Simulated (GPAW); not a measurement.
**SrCl2: optical spectrum from first principles**

Aim: the dielectric function of SrCl2, and the optical constants that follow from it.

Main program and level: GPAW 26.7.0; DFT, LDA, plane-wave PAW (GPAW data sets), scalar-relativistic, RPA, optical limit.

## Step 1: The structure

The structure is cubic, space group Fm-3m (No. 225). Conventional cell: a = 6.977 Å, b = 6.977 Å, c = 6.977 Å, α = 90.00°, β = 90.00°, γ = 90.00°. Nearest to Sr lie 8 Cl at 3.02 Å. Cl has 4 Sr at 3.02 Å nearest. Farther neighbours and most contacts between anions are not listed.

Coordinates:

```cif
data_structure
_symmetry_space_group_name_H-M 'Fm-3m'
_symmetry_Int_Tables_number 225
_cell_length_a 6.9767
_cell_length_b 6.9767
_cell_length_c 6.9767
_cell_angle_alpha 90.000
_cell_angle_beta 90.000
_cell_angle_gamma 90.000
_cell_volume 339.59
loop_
_atom_site_label
_atom_site_type_symbol
_atom_site_symmetry_multiplicity
_atom_site_Wyckoff_symbol
_atom_site_fract_x
_atom_site_fract_y
_atom_site_fract_z
_atom_site_occupancy
Sr1 Sr 4 a 0.00000 0.00000 0.00000 1
Cl1 Cl 8 c 0.25000 0.25000 0.75000 1
```

## Step 2: Bands for the response

At the fixed density, many empty bands are solved on the mesh of the response, since the spectrum sums over them.

This step: DFT, LDA, plane-wave PAW (GPAW data sets), scalar-relativistic, bands at fixed density (GPAW 26.7.0).

Contents of nscf.py:

```python
from ase.dft.bandgap import bandgap
from gpaw import GPAW, FermiDirac

calc = GPAW('gs.gpw').fixed_density(kpts={'size': (8, 8, 8), 'gamma': True}, nbands=59, convergence={'bands': 53},
                                    occupations=FermiDirac(0.001), txt='nscf.txt')
print('gap (eV)', bandgap(calc, output=None)[0])
print('direct gap (eV)', bandgap(calc, direct=True, output=None)[0])
print('top band over the Fermi level (eV)', min(calc.get_eigenvalues(kpt=k)[52] for k in range(len(calc.get_ibz_k_points()))) - calc.get_fermi_level())
calc.write('full.gpw', mode='all')
```

Run with:

```console
$ OMP_NUM_THREADS=1 python nscf.py
```

Numbers of over 12 decimals in the logs are rounded to 6 here.

The program printed:

```text
Diagonalizing LCAO Hamiltonian
Converting LCAO to pw mode
convergence criteria:
- Maximum integral of absolute [eigenst]ate change: 4e-08 eV^2 / valence electron
maximum number of iterations: 150

SCF iterations
|iter     |      energy | eigst |  dens |
|iter:   1||             | +3.76 |       |
|iter:   2||             | +2.48 |       |
|iter:   3||             | +1.43 |       |
|iter:   4||             | +0.08 |       |
|iter:   5||             | -1.03 |       |
|iter:   6||             | -2.11 |       |
|iter:   7||             | -2.96 |       |
|iter:   8||             | -3.96 |       |
|iter:   9||             | -4.75 |       |
|iter:  10||             | -5.69 |       |
|iter:  11||             | -6.43 |       |
|iter:  12||             | -7.06 |       |
|iter:  13||             | -7.61c|       |
SCF steps: 13
  __  _  _
 | _ |_)|_||  |
 |__||  | ||/\| - 26.7.0

Versions:
  Python: 3.12.14
  ASE:    3.29.0
  Numpy:  2.5.5
  Scipy:  1.18.1
  Libxc:  7.0.0

Input parameters:
  mode=PW(ecut=500.0),
  convergence={'bands': 53},
  gpts=array([27, 27, 27]),
  kpts=MonkhorstPack(size=(8, 8, 8), gamma=True),
  maxiter=150,
  nbands=59,
  occupations=Occupations(name='fermi-dirac', width=0.001, fixmagmom=False),
  parallel={},
  xc=XC(name='LDA')

--- standard output ---
gap (eV) 4.882766
direct gap (eV) 5.167210
top band over the Fermi level (eV) 28.562207
```

Elapsed: 72 s, on 1 thread of Intel Xeon Platinum 8488C (Sapphire Rapids), shared host; peak memory 0.23 GiB.

Numbers from this step:

```
gap on the k-mesh      : 4.883 eV
direct gap on the mesh : 5.167 eV
```

## Step 3: Dielectric function, RPA

Transitions between filled and empty bands, summed over the zone, give the optical response, so mesh, band count and broadening shape it.

The induced potential is part of this response.

This step: DFT, LDA, plane-wave PAW (GPAW data sets), scalar-relativistic, RPA, optical limit (GPAW 26.7.0).

Contents of df.py:

```python
from gpaw.response.df import DielectricFunction

df = DielectricFunction('full.gpw', frequencies={'type': 'nonlinear', 'domega0': 0.03, 'omega2': 8},
                        ecut=30,
                        eta=0.2,
                        nbands=53,
                        txt='df.txt')
for direction in ['x']:
    df.get_dielectric_function(xc='RPA', direction=direction, filename=f'df_{direction}.csv')
```

Run with:

```console
$ OMP_NUM_THREADS=1 python df.py
```

The program printed:

```text
Using integrator: PointIntegrator
NonLinearFrequencyDescriptor(from 0.000 to 65.392 eV, 498 points)
Nonperiodic BCs:  [False False False]
Using integrator: PointIntegrator
NonLinearFrequencyDescriptor(from 0.000 to 65.392 eV, 498 points)
Nonperiodic BCs:  [False False False]

Calculating chi0 body with:
    Ground state adapter containing:
    Number of spins: 1
    Number of kpoints: 512
    Number of irreducible kpoints: 29
    Number of completely occupied states: 12
    Number of partially occupied states: 12

    Linear response parametrization:
    q_c: [0.0, 0.0, 0.0]
    Number of frequency points: 498
    Planewave cutoff: 30.0
    Number of bands: 53
    Number of planewaves: 27
    Broadening (eta): 0.2

Integrating chi0 body.

Symmetries of q_c:
    Direct symmetries (Uq -> q): 48
    Indirect symmetries (TUq -> q): 0
In total 48 allowed symmetries.

29 groups of equivalent kpoints. 94.3359375% reduction.

Integral kind: spectral function

Calculating chi0 optical extensions with:
    Ground state adapter containing:
    Number of spins: 1
    Number of kpoints: 512
    Number of irreducible kpoints: 29
    Number of completely occupied states: 12
    Number of partially occupied states: 12

    Linear response parametrization:
    Number of frequency points: 498
    Planewave cutoff: 30.0
    Number of bands: 53
    Number of planewaves: 27
    Broadening (eta): 0.2
Integrating chi0 head and wings.

Symmetries of q_c:
    Direct symmetries (Uq -> q): 48
    Indirect symmetries (TUq -> q): 0
In total 48 allowed symmetries.

29 groups of equivalent kpoints. 94.3359375% reduction.

Integral kind: spectral function wings
```

It took 13 s on 1 thread; peak memory 0.24 GiB.

This step gave:

- electronic dielectric constant ε∞, mean over x, y and z (by symmetry where fewer were run): 2.876
- main peak of Im epsilon, first axis: 7.368 eV

Some rows of df_x.csv (energy; Re and Im without local fields; Re and Im with them):

```text
0.000000, 3.346493, -0.000000, 2.875971, -0.000000
0.555532, 3.355733, 0.006705, 2.883069, 0.005152
1.143969, 3.386340, 0.014284, 2.906586, 0.010977
1.768324, 3.444757, 0.023536, 2.951486, 0.018095
2.431988, 3.542100, 0.035923, 3.026360, 0.027648
3.138794, 3.699000, 0.054556, 3.147246, 0.042093
3.893091, 3.959065, 0.087707, 3.348428, 0.068109
4.699832, 4.440795, 0.170356, 3.725790, 0.135655
5.564682, 5.471293, 0.776222, 4.528189, 0.685915
6.494155, 6.259345, 2.370200, 4.877738, 1.798322
7.495775, 3.118250, 6.525223, 3.093689, 4.734482
8.578281, 0.931201, 3.691370, 0.952901, 3.072677
9.751884, 0.145189, 3.368789, 0.565307, 2.716337
11.028587, 0.836516, 2.139380, 0.744472, 1.532508
12.422601, 0.495825, 2.157880, 0.772152, 1.389573
13.950874, 0.321559, 1.830826, 0.816858, 1.135725
15.633783, -0.069053, 1.294116, 0.935072, 1.111150
17.496047, 0.443327, 0.650648, 0.725508, 0.838660
19.567954, 0.970057, 0.519837, 0.647658, 0.684565
```

Values under the direct gap are tails of Lorentzian lines. Table of Im ε, E ∥ x by photon energy; read off at these points:

```csv
photon energy (eV),"Im ε, E ∥ x"
0.00,0
0.50,0.00463
1.00,0.00949
1.50,0.0149
2.00,0.0211
2.50,0.0288
3.00,0.0387
3.50,0.0525
4.00,0.0735
4.50,0.110
5.00,0.207
5.50,0.567
6.00,1.08
6.50,1.81
7.00,3.30
7.38,4.87
7.50,4.73
8.00,4.16
8.50,3.20
9.00,2.72
9.50,2.88
10.00,2.34
10.50,1.63
11.00,1.54
11.50,1.65
12.00,1.44
12.50,1.39
13.00,1.45
13.50,1.03
14.00,1.13
14.50,1.12
15.00,1.19
15.50,1.05
16.00,1.30
16.50,1.15
17.00,0.914
17.50,0.840
18.00,0.971
18.50,0.848
19.00,0.773
19.50,0.697
```

Re ε, E ∥ x against photon energy:

photon energy (eV), Re ε, E ∥ x and a bar:
```
      0.0       2.88 ################
      0.5       2.88 ################
      1.0       2.90 ################
      1.5       2.93 ################
      2.0       2.97 #################
      2.5       3.04 #################
      3.0       3.12 #################
      3.5       3.23 ##################
      4.0       3.39 ###################
      4.5       3.61 ####################
      5.0       3.96 ######################
      5.5       4.48 ##########################
      6.0       4.74 ###########################
      6.5       4.89 ############################
      7.0       5.22 ##############################
      7.5       3.08 #################
      8.0       1.60 ########
      8.5       0.97 ####
      9.0       1.29 ######
      9.5       0.78 ###
     10.0       0.22 
     10.5       0.49 ##
     11.0       0.73 ###
     11.5       0.77 ###
     12.0       0.81 ####
     12.5       0.81 ###
     13.0       0.61 ##
     13.5       0.64 ###
     14.0       0.81 ####
     14.5       0.88 ####
     15.0       0.84 ####
     15.5       0.88 ####
     16.0       0.78 ###
     16.5       0.51 ##
     17.0       0.58 ##
     17.5       0.73 ###
     18.0       0.69 ###
     18.5       0.59 ##
     19.0       0.59 ##
     19.5       0.63 ##
```

The loss function −Im 1/ε at q → 0, E ∥ x has structure finer than the step of the table below, so its rows give means over 0.5 eV, whole bins alone (the curve runs from 0 to 19.9 eV). Peaks (eV: height): 13.43: 0.727, 16.75: 0.802, 18.97: 0.819.

Values under the direct gap are tails of Lorentzian lines. Loss function −Im 1/ε at q → 0, E ∥ x against energy loss; means over each step:

energy loss (eV), loss function −Im 1/ε at q → 0, E ∥ x and a bar:
```
      0.5      0.001 
      1.0      0.001 
      1.5      0.002 
      2.0      0.002 
      2.5      0.003 
      3.0      0.004 
      3.5      0.005 
      4.0      0.006 
      4.5      0.009 
      5.0      0.014 
      5.5      0.030 #
      6.0      0.048 ##
      6.5      0.067 ##
      7.0      0.089 ###
      7.5      0.146 #####
      8.0      0.208 ########
      8.5      0.285 ###########
      9.0      0.304 ###########
      9.5      0.323 ############
     10.0      0.427 ################
     10.5      0.547 ####################
     11.0      0.527 ####################
     11.5      0.510 ###################
     12.0      0.537 ####################
     12.5      0.536 ####################
     13.0      0.590 ######################
     13.5      0.672 #########################
     14.0      0.587 ######################
     14.5      0.562 #####################
     15.0      0.572 #####################
     15.5      0.564 #####################
     16.0      0.567 #####################
     16.5      0.723 ###########################
     17.0      0.784 #############################
     17.5      0.695 ##########################
     18.0      0.692 ##########################
     18.5      0.784 #############################
     19.0      0.804 ##############################
     19.5      0.777 #############################
```

The reflectivity at normal incidence, E ∥ x has structure finer than the step of the table below, so its rows give means over 0.5 eV, whole bins alone (the curve runs from 0 to 19.9 eV). Peaks (eV: height): 7.32: 23.3, 9.89: 19.7, 16.44: 9.18.

Table of reflectivity at normal incidence, E ∥ x by photon energy; means over each step:

photon energy (eV), reflectivity at normal incidence, E ∥ x (%) and a bar from the least value:
```
      0.5        6.7 ####
      1.0        6.8 ####
      1.5        6.9 ####
      2.0        7.1 ####
      2.5        7.3 #####
      3.0        7.7 #####
      3.5        8.1 ######
      4.0        8.8 #######
      4.5        9.7 ########
      5.0       11.0 ###########
      5.5       12.9 ##############
      6.0       14.4 ################
      6.5       16.4 ###################
      7.0       20.3 ##########################
      7.5       22.9 ##############################
      8.0       22.2 #############################
      8.5       19.4 ########################
      9.0       16.0 ###################
      9.5       18.2 ######################
     10.0       18.6 #######################
     10.5       13.1 ##############
     11.0       10.2 #########
     11.5       10.2 #########
     12.0        9.2 ########
     12.5        8.9 #######
     13.0       10.1 #########
     13.5        7.4 #####
     14.0        6.4 ###
     14.5        6.1 ###
     15.0        6.6 ###
     15.5        5.9 ##
     16.0        7.8 #####
     16.5        8.8 #######
     17.0        6.7 ####
     17.5        5.1 #
     18.0        6.0 ##
     18.5        6.1 ###
     19.0        5.4 #
     19.5        4.5
```

Values under the direct gap are tails of Lorentzian lines. Table of Im ε, E ∥ x by photon energy; read off at these points:

```csv
photon energy (eV),without local fields,with local fields
0.00,0,0
0.50,0.00602,0.00463
1.00,0.0124,0.00949
1.50,0.0194,0.0149
2.00,0.0275,0.0211
2.50,0.0374,0.0288
3.00,0.0503,0.0387
3.50,0.0679,0.0525
4.00,0.0945,0.0735
4.50,0.140,0.110
5.00,0.252,0.207
5.50,0.649,0.567
6.00,1.29,1.08
6.50,2.38,1.81
7.00,4.78,3.30
7.32,6.92,4.84
7.38,6.87,4.87
7.50,6.51,4.73
8.00,5.24,4.16
8.50,3.82,3.20
9.00,3.63,2.72
9.28,3.98,2.95
9.50,3.74,2.88
10.00,2.70,2.34
10.50,2.08,1.63
11.00,2.14,1.54
11.50,2.42,1.65
12.00,2.31,1.44
12.50,2.17,1.39
13.00,2.01,1.45
13.50,1.60,1.03
14.00,1.81,1.13
14.50,1.81,1.12
15.00,1.53,1.19
15.50,1.32,1.05
16.00,0.966,1.30
16.50,0.738,1.15
17.00,0.673,0.914
17.50,0.651,0.840
18.00,0.586,0.971
18.50,0.539,0.848
19.00,0.501,0.773
19.50,0.515,0.697
```

At chosen wavelengths:

```csv
wavelength (nm),n,k,R (%),1/α
1064,1.71,0.003,6.8,26 µm
532,1.74,0.007,7.2,5.7 µm
450,1.75,0.010,7.5,3.7 µm
365,1.79,0.014,8.0,2.1 µm
308,1.84,0.020,8.8,1.2 µm
248,1.99,0.052,11.0,379 nm
193,2.23,0.398,15.8,39 nm
```

Below the direct gap, k and the depth come from the tails of the Lorentzian lines, not from transitions.

Rows near the edge hang on the gap, which this functional as a rule makes too small, and phonon-assisted absorption is left out.

## Step 4: Results

```yaml
electronic_dielectric_constant_eps_infinity_mean_over_x_y_and_z_by_symmetry_where_fewer_were_run_rpa: 2.88
main_peak_of_im_epsilon_first_axis: 7.37 eV
```

In words: At this level (LDA, RPA) SrCl2 has ε∞ = 2.88 and n = 1.70 at 1550 nm, and Im ε peaks at 7.4 eV. On the mesh the gap is 4.88 eV and the least direct gap 5.17 eV, so on this mesh the band edges lie at different points. Local fields change the static value along x from 3.35 to 2.88 (-14 %). Distinct maxima of Im ε, read by a parabola through the highest points, lie at 7.37 eV (4.9), 9.35 eV (3.0) and 15.98 eV (1.3). Excitons and phonon-assisted transitions are missing; LDA gaps are as a rule too small, which pulls the onset down and ε∞ up. The sum runs over mesh points, so small or evenly spaced maxima can still be ripples of the mesh.

[Machine, clock and banner lines and Python warnings are left out of the logs.]

[Logs are printed without paths, hosts, clocks, repeated set-up lines and the standing remarks that a program may print on its own settings, such as how far it seeks lower states.]

[Hosts, paths, dates, database ids (printed as entryN), source tags and the programs' standing remarks are cut or masked in the printed files.]
